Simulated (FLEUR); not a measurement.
**Co (volume factor 1.12 on the database's cell): from one collinear state to anisotropy**

Wanted: anisotropy for Co (volume factor 1.12 on the database's cell), with the cost of each step.

Method: PBE; all-electron FLAPW, Dirac cores, scalar-relativistic bands, in FLEUR MaX-R8.1.

## Step 1: The starting structure

The structure is hexagonal, space group P6_3/mmc (No. 194). Conventional cell: a = 2.604 Å, b = 2.604 Å, c = 4.227 Å, α = 90.00°, β = 90.00°, γ = 120.00°. Co has 12 Co at 2.59 to 2.60 Å nearest.

Structure file:

```xyz
2
Lattice="2.6039 0.0000 0.0000 -1.3020 2.2551 0.0000 0.0000 0.0000 4.2266" Properties=species:S:1:pos:R:3 pbc="T T T"
Co    0.0000    1.5034    1.0566
Co    1.3020    0.7517    3.1699
```

The cell is strained on purpose: volume factor 1.12 on the database's cell.

## Step 2: Reference state

The force theorems are single passes in this state's potential, so it has to be converged first.

No symmetry is used, so that later steps may turn the spins freely; k and −k are joined. inpgen writes inp.xml from crystal.txt; cutoffs, mixing, functional, smearing and local orbitals are then set in the file. The k list scf (kpts.xml, not shown) is a Γ-centred 12×12×12 mesh; where the ranks do not divide the number of points, some are split in two of half the weight.

Contents of inp.xml:

```
<?xml version="1.0" encoding="UTF-8" standalone="no"?>
<fleurInput fleurInputVersion="0.39">
   <comment>
      Co
   </comment>
   <calculationSetup>
      <cutoffs Kmax="3.6" Gmax="10.8" GmaxXC="10.8" numbands="0"/>
      <scfLoop itmax="110" minDistance="0.00002" maxIterBroyd="15" imix="Anderson" alpha="0.05" precondParam="0.0" spinf="2.0" sdNocoIR="T"/>
      <coreElectrons ctail="F" frcor="F" kcrel="0" coretail_lmax="0"/>
      <xcFunctional name="pbe" relativisticCorrections="F"/>
      <magnetism jspins="2" l_noco="F" l_ss="F">
         <qss>0.0 0.0 0.0</qss>
         <mtNocoParams l_mperp="F" l_mtNocoPot="F" l_relaxSQA="F" mag_mixing_scheme="0" mix_RelaxWeightOffD="1.0" l_constrained="F" mix_constr="1.0"/>
         <sourceFreeMag l_sourceFree="F" l_scaleMag="F" mag_scale="1.0"/>
      </magnetism>
      <soc l_soc="F" theta="0.0" phi="0.0" spav="F"/>
      <expertModes spex="0" secvar="F"/>
      <geometryOptimization l_f="F" forcealpha="1.0" forcemix="BFGS" epsdisp="0.00001" epsforce="0.00001"/>
      <ldaU l_linMix="F" mixParam="0.05" spinf="1.0"/>
   </calculationSetup>
   <cell>
      <bzIntegration valenceElectrons="34.0" mode="hist" fermiSmearingEnergy="0.00183747">
         <kPointListSelection listName="scf"/>
         <xi:include xmlns:xi="http://www.w3.org/2001/XInclude" href="kpts.xml"> </xi:include>
      </bzIntegration>
      <xi:include xmlns:xi="http://www.w3.org/2001/XInclude" href="sym.xml"> </xi:include>
      <bulkLattice scale="1.0">
         <bravaisMatrix>
            <row-1>    4.9207182139629211    -0.0000000000566918     0.0000000000000000</row-1>
            <row-2>   -2.4603591069247686     4.2614669781813603     0.0000000000000000</row-2>
            <row-3>    0.0000000000000000     0.0000000000000000     7.9870906434727580</row-3>
         </bravaisMatrix>
      </bulkLattice>
   </cell>
   <atomSpecies>
      <species name="Cobalt (Co2.000" element="Co" atomicNumber="27">
         <mtSphere radius="2.39" gridPoints="791" logIncrement="0.015"/>
         <atomicCutoffs lmax="8" lnonsphr="6"/>
         <electronConfig flipSpins="F">
            <coreConfig>(1s1/2) (2s1/2) (2p1/2) (2p3/2)</coreConfig>
            <valenceConfig>(3s1/2) (3p1/2) (3p3/2) (4s1/2) (3d3/2) (3d5/2)</valenceConfig>
            <stateOccupation state="(3d3/2)" spinUp="1.5" spinDown="1.3"/>
            <stateOccupation state="(3d5/2)" spinUp="3.0" spinDown="1.2"/>
         </electronConfig>
         <energyParameters s="4" p="4" d="3" f="4"/>
         <lo type="SCLO" l="0" n="3" eDeriv="0"/>
         <lo type="SCLO" l="1" n="3" eDeriv="0"/>
      </species>
   </atomSpecies>
   <atomGroups>
      <atomGroup species="Cobalt (Co2.000">
         <relPos label="                   1">1.000/3.000 -1.000/3.000 1.000/4.000</relPos>
         <force calculate="T" relaxXYZ="TTT"/>
         <nocoParams  alpha="0.0" beta="0.0"/>
      </atomGroup>
      <atomGroup species="Cobalt (Co2.000">
         <relPos label="                   2">-1.000/3.000 1.000/3.000 -1.000/4.000</relPos>
         <force calculate="T" relaxXYZ="TTT"/>
         <nocoParams  alpha="0.0" beta="0.0"/>
      </atomGroup>
   </atomGroups>
   <output dos="F" band="F" slice="F">
      <bandDOS minEnergy="-.5*Htr" maxEnergy="0.5*Htr" sigma="0.015" storeEVData="T"/>
      <plotting iplot="0" polar="F">
         <plot TwoD="T" vec1="  1.0  0.0  0.0" vec2="  0.0  1.0  0.0" vec3="  0.0  0.0  1.0" zero="  0.0  0.0  0.0" file="plot"/>
      </plotting>
      <moessbauerParams electricFieldGradient="F" isomerShift="F" coreHyperfine="F" valenceHyperfine="F"/>
   </output>
</fleurInput>
```

Contents of crystal.txt:

```
Co
&input film=F cartesian=F /
2.60393194014  -0.00000000003  0.00000000000
-1.30196597004  2.25507120990  0.00000000000
0.00000000000  0.00000000000  4.22658635000
1.8897261246
1.0 1.0 1.0

2
27 0.33333333333  0.66666666667  0.25000000000 : 2.000
27 0.66666666667  0.33333333333  0.75000000000 : 2.000

&kpt div1=12 div2=12 div3=12 gamma=T /
```

Command:

```
> OMP_NUM_THREADS=1 inpgen -f crystal.txt -nosym -noco > inpgen.log  # inp.xml is then edited as shown
> OMP_NUM_THREADS=1 mpirun -n 4 fleur_MPI > fleur.log
```

The log of the run:

```text
Welcome to FLEUR        (www.flapw.de)
      MaX-Release 8.1          (www.max-centre.eu)

 ========== k-point set info ==========
 Selected k-point list: scf
 k-point list type: mesh
 0 x 0 x 0
 Number of k points: 868

 ------------Calculation Setup---------------------------
 Number of MPI-tasks      :            4
 Number of PE/node        :            4
 Number of OMP-threads    :            1
 k-points in parallel     :            4
 pe's per k-point         :            1
 No of k-point loops      :          217
 Eigenvalue solver        :       lapack
 Number of basis functions:          150
 Approximate size of matrices (H+S) per k-point:         0.001 GB
 --------------------------------------------------------
 Iteration:     1   Distance:       5.42645233 me/bohr^3
 Iteration:     2   Distance:       4.81280392 me/bohr^3
 Iteration:     3   Distance:       2.45989956 me/bohr^3
 Iteration:     4   Distance:       1.10392808 me/bohr^3
 Iteration:     5   Distance:       1.14582697 me/bohr^3
 Iteration:     6   Distance:       0.49606339 me/bohr^3
 Iteration:     7   Distance:       0.38699649 me/bohr^3
 Iteration:     8   Distance:       0.06561763 me/bohr^3
 Iteration:     9   Distance:       0.04592418 me/bohr^3
 Iteration:    10   Distance:       0.02156948 me/bohr^3
 Iteration:    11   Distance:       0.00424308 me/bohr^3
 Iteration:    12   Distance:       0.00146523 me/bohr^3
 Iteration:    13   Distance:       0.00088330 me/bohr^3
 Iteration:    14   Distance:       0.00016550 me/bohr^3
 Iteration:    15   Distance:       0.00020482 me/bohr^3
 Iteration:    16   Distance:       0.00016273 me/bohr^3
 Iteration:    17   Distance:       0.00008019 me/bohr^3
 Iteration:    18   Distance:       0.00002585 me/bohr^3
 Iteration:    19   Distance:       0.00002279 me/bohr^3
 Iteration:    20   Distance:       0.00000763 me/bohr^3

 ********************************************************************
 Run finished successfully
 Stop message:
   all done
 ********************************************************************

--- out.xml (last complete iteration) ---
<iteration numberForCurrentRun="   20" overallNumber="   20">
         <energyParameters units="Htr">
            <atomicEP atomType="1" spin="1" branch="4s" branchLowest="-3.24" branchHighest="1.50" value="0.1765438562"/>
            <atomicEP atomType="1" spin="1" branch="4p" branchLowest="-1.88" branchHighest="2.06" value="0.3186750201"/>
            <atomicEP atomType="1" spin="1" branch="3d" branchLowest="-9.99" branchHighest="0.29" value="0.2023773166"/>
            <atomicEP atomType="1" spin="1" branch="4f" branchLowest="-9.99" branchHighest="3.30" value="0.6394733570"/>
            <loAtomicEP atomType="1" spin="1" branch="3s" branchLowest="-32.49" branchHighest="-3.24" value="-3.2447144892"/>
            <loAtomicEP atomType="1" spin="1" branch="3p" branchLowest="-27.74" branchHighest="-1.88" value="-1.8947341792"/>
            <atomicEP atomType="2" spin="1" branch="4s" branchLowest="-3.24" branchHighest="1.50" value="0.1765438562"/>
            <atomicEP atomType="2" spin="1" branch="4p" branchLowest="-1.88" branchHighest="2.06" value="0.3186750201"/>
            <atomicEP atomType="2" spin="1" branch="3d" branchLowest="-9.99" branchHighest="0.29" value="0.2023773166"/>
            <atomicEP atomType="2" spin="1" branch="4f" branchLowest="-9.99" branchHighest="3.30" value="0.6394733570"/>
            <loAtomicEP atomType="2" spin="1" branch="3s" branchLowest="-32.49" branchHighest="-3.24" value="-3.2447144892"/>
            <loAtomicEP atomType="2" spin="1" branch="3p" branchLowest="-27.74" branchHighest="-1.88" value="-1.8947341792"/>
            <atomicEP atomType="1" spin="2" branch="4s" branchLowest="-3.16" branchHighest="1.54" value="0.1628951834"/>
            <atomicEP atomType="1" spin="2" branch="4p" branchLowest="-1.81" branchHighest="2.10" value="0.2980798723"/>
            <atomicEP atomType="1" spin="2" branch="3d" branchLowest="-9.99" branchHighest="0.37" value="0.2609324065"/>
            <atomicEP atomType="1" spin="2" branch="4f" branchLowest="-9.99" branchHighest="3.34" value="0.6138713534"/>
            <loAtomicEP atomType="1" spin="2" branch="3s" branchLowest="-32.45" branchHighest="-3.16" value="-3.1639763412"/>
            <loAtomicEP atomType="1" spin="2" branch="3p" branchLowest="-27.71" branchHighest="-1.81" value="-1.8161292057"/>
            <atomicEP atomType="2" spin="2" branch="4s" branchLowest="-3.16" branchHighest="1.54" value="0.1628951834"/>
            <atomicEP atomType="2" spin="2" branch="4p" branchLowest="-1.81" branchHighest="2.10" value="0.2980798723"/>
            <atomicEP atomType="2" spin="2" branch="3d" branchLowest="-9.99" branchHighest="0.37" value="0.2609324066"/>
            <atomicEP atomType="2" spin="2" branch="4f" branchLowest="-9.99" branchHighest="3.34" value="0.6138713535"/>
            <loAtomicEP atomType="2" spin="2" branch="3s" branchLowest="-32.45" branchHighest="-3.16" value="-3.1639763412"/>
            <loAtomicEP atomType="2" spin="2" branch="3p" branchLowest="-27.71" branchHighest="-1.81" value="-1.8161292057"/>
         </energyParameters>
         <bandgap value="0.0000000157" units="eV"/>
         <sumValenceSingleParticleEnergies value="-31.4206914587" units="Htr"/>
         <FermiEnergy value="0.2853980673" units="Htr"/>
         <valenceDensity>
            <mtCharges spin="1">
               <mtCharge atomType="1" total="8.9570657" s="1.2196539" p="3.1842442" d="4.5355213" f="0.0130841"/>
               <mtCharge atomType="2" total="8.9570657" s="1.2196539" p="3.1842442" d="4.5355213" f="0.0130841"/>
            </mtCharges>
            <mtCharges spin="2">
               <mtCharge atomType="1" total="7.1655965" s="1.2302427" p="3.2348317" d="2.6834462" f="0.0130842"/>
               <mtCharge atomType="2" total="7.1655965" s="1.2302427" p="3.2348317" d="2.6834462" f="0.0130842"/>
            </mtCharges>
            <spinDependentCharge spin="1" total="18.7210186" interstitial="0.8068872" mtSpheres="17.9141314"/>
            <spinDependentCharge spin="2" total="15.2789814" interstitial="0.9477884" mtSpheres="14.3311930"/>
            <totalCharge value="34.0000000000"/>
         </valenceDensity>
         <coreStates atomType="     1" atomicNumber=" 27" spin="1" kinEnergy="    624.7482742399" eigValSum="   -394.1654817756" lostElectrons=" 0.000000">
            <state n="1" l="0" j="0.5" energy="-278.4288861118" weight="1.0000000000"/>
            <state n="2" l="0" j="0.5" energy="-32.4927211613" weight="1.0000000000"/>
            <state n="2" l="1" j="0.5" energy="-28.1108644483" weight="1.0000000000"/>
            <state n="2" l="1" j="1.5" energy="-27.5665050271" weight="2.0000000000"/>
         </coreStates>
         <coreStates atomType="     1" atomicNumber=" 27" spin="2" kinEnergy="    625.1320277673" eigValSum="   -394.0412056781" lostElectrons=" 0.000000">
            <state n="1" l="0" j="0.5" energy="-278.4292143837" weight="1.0000000000"/>
            <state n="2" l="0" j="0.5" energy="-32.4544577999" weight="1.0000000000"/>
            <state n="2" l="1" j="0.5" energy="-28.0826807491" weight="1.0000000000"/>
            <state n="2" l="1" j="1.5" energy="-27.5374263727" weight="2.0000000000"/>
         </coreStates>
         <coreStates atomType="     2" atomicNumber=" 27" spin="1" kinEnergy="    624.7482742399" eigValSum="   -394.1654817753" lostElectrons=" 0.000000">
            <state n="1" l="0" j="0.5" energy="-278.4288861118" weight="1.0000000000"/>
            <state n="2" l="0" j="0.5" energy="-32.4927211612" weight="1.0000000000"/>
            <state n="2" l="1" j="0.5" energy="-28.1108644482" weight="1.0000000000"/>
            <state n="2" l="1" j="1.5" energy="-27.5665050270" weight="2.0000000000"/>
         </coreStates>
         <coreStates atomType="     2" atomicNumber=" 27" spin="2" kinEnergy="    625.1320277672" eigValSum="   -394.0412056778" lostElectrons=" 0.000000">
            <state n="1" l="0" j="0.5" energy="-278.4292143836" weight="1.0000000000"/>
            <state n="2" l="0" j="0.5" energy="-32.4544577999" weight="1.0000000000"/>
            <state n="2" l="1" j="0.5" energy="-28.0826807491" weight="1.0000000000"/>
            <state n="2" l="1" j="1.5" energy="-27.5374263726" weight="2.0000000000"/>
         </coreStates>
         <allElectronCharges>
            <spinDependentCharge spin="1" total="28.7210186" interstitial="0.8068872" mtSpheres="27.9141314"/>
            <spinDependentCharge spin="2" total="25.2789814" interstitial="0.9477884" mtSpheres="24.3311930"/>
            <totalCharge value="54.0000000008"/>
         </allElectronCharges>
         <magneticMomentsInMTSpheres units="muBohr">
            <globalMagMoment atomType="1" vec="0.00000   0.00000   1.79147"/>
            <localMagMoment atomType="1" vec="0.00000   0.00000   1.79147"/>
            <globalMagMoment atomType="2" vec="0.00000   0.00000   1.79147"/>
            <localMagMoment atomType="2" vec="0.00000   0.00000   1.79147"/>
         </magneticMomentsInMTSpheres>
         <moessbauerParams unitsHFF="kG" unitsIS="e/bohr^3" unitsEFG="Htr/bohr^2">
         </moessbauerParams>
         <totalEnergy value="    -2786.9467407869" units="Htr">
            <sumOfEigenvalues value="    -1607.8340663655">
               <coreElectrons value="-1576.4133749068"/>
               <valenceElectrons value="-31.4206914587"/>
            </sumOfEigenvalues>
            <densityCoulombPotentialIntegral value="-4280.7818322201"/>
            <densityEffectivePotentialIntegral value="-4435.7296236353"/>
            <chargeDenXCDenIntegral value="-119.3263333201"/>
            <FockExchangeEnergyValence value="0.0000000000"/>
            <FockExchangeEnergyCore value="0.0000000000"/>
            <atomTypeDependentContributions atomType="1">
               <electronNucleiInteractionDifferentMTs value="1668.5312546386"/>
               <MadelungTerm value="-9.0312696744"/>
            </atomTypeDependentContributions>
            <atomTypeDependentContributions atomType="2">
               <electronNucleiInteractionDifferentMTs value="1668.5312546395"/>
               <MadelungTerm value="-9.0312696742"/>
            </atomTypeDependentContributions>
            <tkbTimesEntropy value="0.0006065978"/>
            <freeEnergy value="-2786.9473473847"/>
            <extrapolationTo0K value="-2786.9470440858"/>
         </totalEnergy>
         <densityConvergence units="me/bohr^3">
            <chargeDensity spin="1" distance="0.0000046546"/>
            <chargeDensity spin="2" distance="0.0000050139"/>
            <overallChargeDensity distance="0.0000076333"/>
            <spinDensity distance="0.0000059449"/>
         </densityConvergence>
      </iteration>
```

Wall time 3.1 min (4 MPI ranks of Arm Neoverse V1, shared host); peak memory 0.52 GiB; 12 min of CPU time.

This step gave:

* free energy: -75836.7007 eV
* program's band gap on this mesh (in a metal only a level spacing): 1.57e-8 eV
* magnetization: 3.442 μB
* final state: ferromagnetic
* largest moment: 1.791 μB

After 20 cycles the largest moment stands at 1.79 μB.

## Step 3: Energy against the direction of the moments, rung 1

Anisotropy is a small difference, so it is taken from sums over occupied states at a frozen potential, where most errors cancel.

One pass with spin–orbit coupling for each direction, from the saved density. Inversion lets half of the mesh serve, which the program's warning doesn't know. The k list mae (kpts.xml, not shown) is a Γ-centred 17×17×9 mesh.

Edit inp.xml of step 2 so:

```diff
@@ -6,4 +6,4 @@
    <calculationSetup>
-      <cutoffs Kmax="3.6" Gmax="10.8" GmaxXC="10.8" numbands="0"/>
-      <scfLoop itmax="110" minDistance="0.00002" maxIterBroyd="15" imix="Anderson" alpha="0.05" precondParam="0.0" spinf="2.0" sdNocoIR="T"/>
+      <cutoffs Kmax="3.6" Gmax="10.8" GmaxXC="10.8" numbands="74"/>
+      <scfLoop itmax="1" minDistance="0.00002" maxIterBroyd="15" imix="Anderson" alpha="0.05" precondParam="0.0" spinf="2.0" sdNocoIR="T"/>
       <coreElectrons ctail="F" frcor="F" kcrel="0" coretail_lmax="0"/>
@@ -15,3 +15,3 @@
       </magnetism>
-      <soc l_soc="F" theta="0.0" phi="0.0" spav="F"/>
+      <soc l_soc="T" theta="0.0" phi="0.0" spav="F"/>
       <expertModes spex="0" secvar="F"/>
@@ -22,3 +22,3 @@
       <bzIntegration valenceElectrons="34.0" mode="hist" fermiSmearingEnergy="0.00183747">
-         <kPointListSelection listName="scf"/>
+         <kPointListSelection listName="mae"/>
          <xi:include xmlns:xi="http://www.w3.org/2001/XInclude" href="kpts.xml"> </xi:include>
@@ -68,2 +68,5 @@
    </output>
+   <forceTheorem>
+      <MAE theta="0.0 1.5707963 1.5707963 0.7853982" phi="0.0 0.0 0.5235988 0.0"/>
+   </forceTheorem>
 </fleurInput>
```

Command:

```
> OMP_NUM_THREADS=1 mpirun -n 4 fleur_MPI -warn_only > fleur.log
```

The log of the run:

```text
[banner, memory and clock lines left out]
Welcome to FLEUR        (www.flapw.de)
      MaX-Release 8.1          (www.max-centre.eu)
************FLEUR-Warning*****************
Error message: k-point set is not compatible to missing time-reversal symmetry in calculation.
Error occurred in subroutine: gen_bz
Error from PE:0/4
*****************************************

 ========== k-point set info ==========
 Selected k-point list: mae
 k-point list type: mesh
 0 x 0 x 0
 Number of k points: 1304

 [... set-up left out ...]
 ********************************************************************
 Run finished successfully
 Stop message:
   Forcetheorem MAE
 ********************************************************************

--- out.xml (force theorem) ---
<Forcetheorem_MAE Angles="4" units="Htr">
            <Angle theta="0.0000000" phi="0.0000000" ev-sum="-31.422036848"/>
            <Angle theta="1.5707963" phi="0.0000000" ev-sum="-31.422030195"/>
            <Angle theta="1.5707963" phi="0.5235988" ev-sum="-31.422030190"/>
            <Angle theta="0.7853982" phi="0.0000000" ev-sum="-31.422033621"/>
         </Forcetheorem_MAE>
```

The job ended after 97 s (4 MPI ranks; peak memory 1.1 GiB).

Anisotropy energies, by row:

| axis | x | y | z | band energy less the first axis' (meV a cell) |
| --- | --- | --- | --- | --- |
| [001] | 0 | 0 | 1 | 0 |
| [100] | 1 | 0 | 0 | 0.181 |
| [210] | 0.866 | 0.5 | 0 | 0.1812 |
| 45 degrees from [001] toward [100] | 0.7071 | 0 | 0.7071 | 0.08781 |

Indices are those of the standard conventional cell; x, y, z give the same directions in the axes of the input.

## Step 4: Energy against the direction of the moments, rung 2

A second rung shows how far the first can be trusted.

The k list mae (kpts.xml, not shown) is a Γ-centred 25×25×13 mesh.

inp.xml is that of step 3.

The log of the run:

```text
[banner, memory and clock lines left out]
Welcome to FLEUR        (www.flapw.de)
      MaX-Release 8.1          (www.max-centre.eu)
************FLEUR-Warning*****************
Error message: k-point set is not compatible to missing time-reversal symmetry in calculation.
Error occurred in subroutine: gen_bz
Error from PE:0/4
*****************************************

 ========== k-point set info ==========
 Selected k-point list: mae
 k-point list type: mesh
 0 x 0 x 0
 Number of k points: 4064

 [... set-up left out ...]
 ********************************************************************
 Run finished successfully
 Stop message:
   Forcetheorem MAE
 ********************************************************************

--- out.xml (force theorem) ---
<Forcetheorem_MAE Angles="4" units="Htr">
            <Angle theta="0.0000000" phi="0.0000000" ev-sum="-31.422015256"/>
            <Angle theta="1.5707963" phi="0.0000000" ev-sum="-31.422008783"/>
            <Angle theta="1.5707963" phi="0.5235988" ev-sum="-31.422008792"/>
            <Angle theta="0.7853982" phi="0.0000000" ev-sum="-31.422012110"/>
         </Forcetheorem_MAE>
```

It took 5 min on 4 MPI ranks; peak memory 3.2 GiB.

Anisotropy energies, by row:

| axis | x | y | z | band energy less the first axis' (meV a cell) |
| --- | --- | --- | --- | --- |
| [001] | 0 | 0 | 1 | 0 |
| [100] | 1 | 0 | 0 | 0.1761 |
| [210] | 0.866 | 0.5 | 0 | 0.1759 |
| 45 degrees from [001] toward [100] | 0.7071 | 0 | 0.7071 | 0.08561 |

(Continued in part 2 of 2.)

[Logs and program files are shortened in this print: banners, set-up blocks, solver, clock and traceback lines can be left out without a mark of their own.]

[Logs are printed without paths, hosts, clocks, repeated set-up lines and the standing remarks that a program may print on its own settings, such as how far it seeks lower states.]

[Hosts, paths, dates, database ids (printed as entryN), source tags and the programs' standing remarks are cut or masked in the printed files.]

[Where a cell is said to come from a database of computed structures, the database is the Materials Project.]
